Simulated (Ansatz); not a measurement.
Planning a run of Ansatz 0.2.0 on CsPb2Br5 (I4/mcm). The input:

```yaml
crystal:
  lattice:
    - [-4.2645261031, 4.2645261031, 7.7713034399]
    - [4.2645261031, -4.2645261031, 7.7713034399]
    - [4.2645261031, 4.2645261031, -7.7713034399]
  atoms:
    - { symbol: Cs, position: [0.75, 0.75, 0.0] }
    - { symbol: Cs, position: [0.25, 0.25, 0.0] }
    - { symbol: Pb, position: [0.6682975469, 0.8317024531, 0.5] }
    - { symbol: Pb, position: [0.3317024531, 0.1682975469, 0.5] }
    - { symbol: Pb, position: [0.8317024531, 0.3317024531, 0.1634049061] }
    - { symbol: Pb, position: [0.1682975469, 0.6682975469, 0.8365950939] }
    - { symbol: Br, position: [0.5, 0.5, 0.0] }
    - { symbol: Br, position: [0.0, 0.0, 0.0] }
    - { symbol: Br, position: [0.7191172514, 0.5270818043, 0.5] }
    - { symbol: Br, position: [0.2808827486, 0.4729181957, 0.5] }
    - { symbol: Br, position: [0.0270818043, 0.2191172514, 0.5] }
    - { symbol: Br, position: [0.9729181957, 0.7808827486, 0.5] }
    - { symbol: Br, position: [0.5270818043, 0.0270818043, 0.8079645528] }
    - { symbol: Br, position: [0.4729181957, 0.9729181957, 0.1920354472] }
    - { symbol: Br, position: [0.2191172514, 0.7191172514, 0.1920354472] }
    - { symbol: Br, position: [0.7808827486, 0.2808827486, 0.8079645528] }
kpoints:
  mp_grid: { grid: [4, 4, 4] }
  band_path:
    path:
      - [0.0, 0.0, 0.0]
      - [0.0, 0.0, 0.5]
      - [0.25, 0.25, 0.25]
      - [0.0, 0.5, 0.0]
      - [0.5, 0.5, -0.5]
      - [0.32775705, 0.67224295, -0.32775705]
      - [-0.32775705, 0.32775705, 0.32775705]
      - [-0.15551409, 0.15551409, 0.5]
      - [-0.26220564, 0.26220564, 0.26220564]
      - [0.5, 0.5, -0.431102818]
    npoints: 1
hamiltonian:
  xc: hse06
scf:
  occupations: { method: fixed }
  n_extra_bands: 9
output:
  eigenvalues: true
```

```sh
ansatz run input.yaml --threads 3 --pin off --max-ram 92160MiB --backend cuda --events-out ev --progress --plain --runs-dir out --devices 1 --max-vram 13GiB
```

Question: How long will it take on 1 × NVIDIA H100 80GB HBM3 (shared by 6 runs) with 3 threads of AMD EPYC 7R13 (Zen 3), shared host, and how much memory?

It took 4.7 min; on shared hardware allow 2.3 min to 9.3 min. Peak host memory was 3.0 GiB. The sizes that set the cost: 10997 plane waves a state, 13 irreducible k points and 13 SCF cycles.

Exact exchange couples every pair of k points and filled bands, so it costs far more than a semilocal run.

[Paths, hosts, dates, memory and timing lines, banners, echoed tables and standing remarks are left out of the program output.]

[Logs are printed without paths, hosts, clocks, repeated set-up lines and the standing remarks that a program may print on its own settings, such as how far it seeks lower states.]

[Runs of the session that timed out or met a known fault of the program may be left out.]

[Cells called generated may have been cut or substituted from an entry of the Crystallography Open Database or the Materials Project.]

[Hosts, paths, dates, database ids (printed as entryN), source tags and the programs' standing remarks are cut or masked in the printed files.]
